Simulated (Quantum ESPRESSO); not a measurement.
# Magnetic state of MnPt3 from several starts, part 2 of 2

A self-consistent run ends on one state, which hangs on the start. Several orders of MnPt3 are started in Quantum ESPRESSO and their energies compared.

Quantum ESPRESSO 7.5; LDA; plane waves with GBRV 1.5 LDA potentials, no spin-orbit coupling.

So far, absolute magnetization (μB): step 2 (run 1, typed as ferro +) 4.24.

## (4) Run 3, typed as antiferro q=(0,0,1/2) +−

The cell is doubled to 8 atoms to hold this order.

pw.in reads:

```
&CONTROL
  calculation = 'scf'
  prefix = 'pwscf'
  outdir = './tmp'
  pseudo_dir = './pseudo'
  disk_io = 'nowf'
/
&SYSTEM
  ibrav = 0
  nat = 8
  ntyp = 3
  ecutwfc = 40
  ecutrho = 280
  nbnd = 78
  occupations = 'smearing'
  smearing = 'fd'
  degauss = 0.00734986
  nspin = 2
  starting_magnetization(1) = 0.2333
  starting_magnetization(2) = -0.2333
  starting_magnetization(3) = 0
/
&ELECTRONS
  conv_thr = 1.6d-08
  electron_maxstep = 150
  mixing_beta = 0.3
/
ATOMIC_SPECIES
Mn1    54.9380 mn_lda_v1.5.uspp.F.UPF
Mn2    54.9380 mn_lda_v1.5.uspp.F.UPF
Pt    195.0840 pt_lda_v1.4.uspp.F.UPF
CELL_PARAMETERS angstrom
   3.9000000000    0.0000000000    0.0000000000
   0.0000000000    3.9000000000    0.0000000000
   0.0000000000    0.0000000000    7.8000000000
ATOMIC_POSITIONS crystal
Mn1     0.0000000000    0.0000000000    0.0000000000
Mn2     0.0000000000    0.0000000000    0.5000000000
Pt      0.0000000000    0.5000000000    0.2500000000
Pt      0.0000000000    0.5000000000    0.7500000000
Pt      0.5000000000    0.0000000000    0.2500000000
Pt      0.5000000000    0.0000000000    0.7500000000
Pt      0.5000000000    0.5000000000    0.0000000000
Pt      0.5000000000    0.5000000000    0.5000000000
K_POINTS automatic
6 6 3 0 0 0
```

Launch:

```console
$ OMP_NUM_THREADS=1 mpirun -n 4 pw.x -nk 4 -in pw.in > pw.out
```

What it wrote:

```text
     [... lines left out ...]
Program PWSCF v.7.5 starts
     [... lines left out ...]
     number of atoms/cell      =            8
     [... lines left out ...]
     number of electrons       =       126.00
     number of Kohn-Sham states=           78
     kinetic-energy cutoff     =      40.0000  Ry
     charge density cutoff     =     280.0000  Ry
     scf convergence threshold =      1.6E-08
     [... lines left out ...]
     16 Sym. Ops., with inversion, found
     [... lines left out ...]
     number of k points=    20  Fermi-Dirac smearing, width (Ry)=  0.0073
     [... lines left out ...]
     iteration # 18     ecut=    40.00 Ry     beta= 0.30
     [... lines left out ...]
     Magnetic moment per site  (integrated on atomic sphere of radius R)
     atom   1 (R=0.292)  charge= 13.7036  magn=  3.5993
     atom   2 (R=0.292)  charge= 13.7036  magn= -3.5992
     atom   3 (R=0.292)  charge= 14.0316  magn=  0.0000
     atom   4 (R=0.292)  charge= 14.0316  magn=  0.0000
     atom   5 (R=0.292)  charge= 14.0316  magn=  0.0000
     atom   6 (R=0.292)  charge= 14.0316  magn=  0.0000
     atom   7 (R=0.292)  charge= 14.0274  magn=  0.0618
     atom   8 (R=0.292)  charge= 14.0274  magn= -0.0618
     [... lines left out ...]
     the Fermi energy is    20.4530 ev
!    total energy              =   -1687.34761909 Ry
     estimated scf accuracy    <          9.5E-10 Ry
     smearing contrib. (-TS)   =      -0.02119479 Ry
     [... lines left out ...]
     total magnetization       =     0.00 Bohr mag/cell
     absolute magnetization    =     7.89 Bohr mag/cell
     convergence has been achieved in  18 iterations
```

Wall time 2.6 min (4 MPI ranks of Arm Neoverse N1, shared host); peak memory 0.75 GiB.

Spin moment in the atom's sphere by atom:

```
atom  spin moment in the atom's sphere (μB)
 Mn1                                   3.60
 Mn2                                  -3.60
 Pt3                                   0.00
 Pt4                                   0.00
 Pt5                                   0.00
 Pt6                                   0.00
 Pt7                                   0.06
 Pt8                                  -0.06
```

Numbers from this step:

```yaml
smearing_term_ts: 0.2884 eV
magnetization: 0 μB
absolute_magnetization: 7.894 μB
final_state: antiferromagnetic
```

## (5) Run 4, typed as no spin polarisation

pw.in reads:

```
&CONTROL
  calculation = 'scf'
  prefix = 'pwscf'
  outdir = './tmp'
  pseudo_dir = './pseudo'
  disk_io = 'nowf'
/
&SYSTEM
  ibrav = 0
  nat = 4
  ntyp = 2
  ecutwfc = 40
  ecutrho = 280
  nbnd = 41
  occupations = 'smearing'
  smearing = 'fd'
  degauss = 0.00734986
/
&ELECTRONS
  conv_thr = 8d-09
  electron_maxstep = 150
  mixing_beta = 0.3
/
ATOMIC_SPECIES
Mn     54.9380 mn_lda_v1.5.uspp.F.UPF
Pt    195.0840 pt_lda_v1.4.uspp.F.UPF
CELL_PARAMETERS angstrom
   3.9000000000    0.0000000000    0.0000000000
   0.0000000000    3.9000000000    0.0000000000
   0.0000000000    0.0000000000    3.9000000000
ATOMIC_POSITIONS crystal
Mn      0.0000000000    0.0000000000    0.0000000000
Pt      0.0000000000    0.5000000000    0.5000000000
Pt      0.5000000000    0.0000000000    0.5000000000
Pt      0.5000000000    0.5000000000    0.0000000000
K_POINTS automatic
6 6 6 0 0 0
```

What it wrote:

```text
     [... lines left out ...]
Program PWSCF v.7.5 starts
     [... lines left out ...]
     number of atoms/cell      =            4
     [... lines left out ...]
     number of electrons       =        63.00
     number of Kohn-Sham states=           41
     kinetic-energy cutoff     =      40.0000  Ry
     charge density cutoff     =     280.0000  Ry
     scf convergence threshold =      8.0E-09
     [... lines left out ...]
     48 Sym. Ops., with inversion, found
     [... lines left out ...]
     number of k points=    20  Fermi-Dirac smearing, width (Ry)=  0.0073
     [... lines left out ...]
     iteration # 14     ecut=    40.00 Ry     beta= 0.30
     [... lines left out ...]
     the Fermi energy is    20.4929 ev
!    total energy              =    -843.59390541 Ry
     estimated scf accuracy    <          3.5E-10 Ry
     smearing contrib. (-TS)   =      -0.02040835 Ry
     [... lines left out ...]
     convergence has been achieved in  14 iterations
```

Elapsed: 14 s, on 4 MPI ranks; peak memory 0.34 GiB.

Numbers from this step:

```yaml
smearing_term_ts: 0.2777 eV
final_state: non-magnetic (no spin polarisation)
```

## (6) The states side by side

An order is kept where moments of 0.15 μB or more survive with the typed signs; meshes match where a doubled cell samples the same k points as the first cell.

Orders:

```
                     start        final state  typed order kept  energy over the lowest (meV a seeded atom)  largest site moment (μB)  net moment (μB a cell of the first run)  mesh matched  CPU time (s)
                   ferro +      ferromagnetic               yes                                           0                     3.636                                    4.086           yes         116.7
antiferro q=(0,1/2,1/2) +-  antiferromagnetic               yes                                        15.6                     3.586                                        0           yes         777.3
  antiferro q=(0,0,1/2) +-  antiferromagnetic               yes                                       17.39                     3.599                                        0           yes           617
      no spin polarisation       non-magnetic                 -                                        1105                         0                                        0           yes         56.98
```

## (7) Couplings from the energies

E = −Σ J e·e over ordered pairs of unit vectors, so each pair counts twice. As many shells are taken as there are differences of energy, so the couplings are solved for and no residual tests the model; further shells are folded in, and shells whose pairs keep their relative signs in all orders cancel and are not probed. Couplings from the energies:

```
 pair  distance (Å)  neighbours an atom  J (meV)
Mn-Mn           3.9                   6  -0.4474
Mn-Mn         5.515                  12    1.198
```

## (8) Results

| Item | Value |
| --- | --- |
| lowest state found | ferromagnetic (from ferro +) |
| largest site moment | 3.64 μB |
| next state with moments | antiferromagnetic, 15.6 meV a seeded atom higher |
| state without moments | 1105 meV a seeded atom higher |
| J of the weightiest shell (Mn-Mn, 5.51 Å; E = −Σ J e·e, ordered pairs) | 1.20 meV |

In words: Forming the moments gains more than four times the spread of the orders, as local moments do. The smearing terms TS of the orders run from 123 to 144 meV a seeded atom, so the differences would change at a smaller width: an order with a larger TS is lowered more by the smearing. The largest moment changes by 1.4 % between the kept orders, as for well localised moments. This is the lowest of 4 collinear or spinless starts, no proof of the ground state. Energies are free energies at an electronic temperature of 1160 K, which lowers moments and differences where the moments are itinerant.

[Logs and program files are shortened in this print: banners, set-up blocks, solver, clock and traceback lines can be left out without a mark of their own.]

[Logs are printed without paths, hosts, clocks, repeated set-up lines and the standing remarks that a program may print on its own settings, such as how far it seeks lower states.]

[Hosts, paths, dates, database ids (printed as entryN), source tags and the programs' standing remarks are cut or masked in the printed files.]

[Where a cell is said to come from a database of computed structures, the database is the Materials Project.]
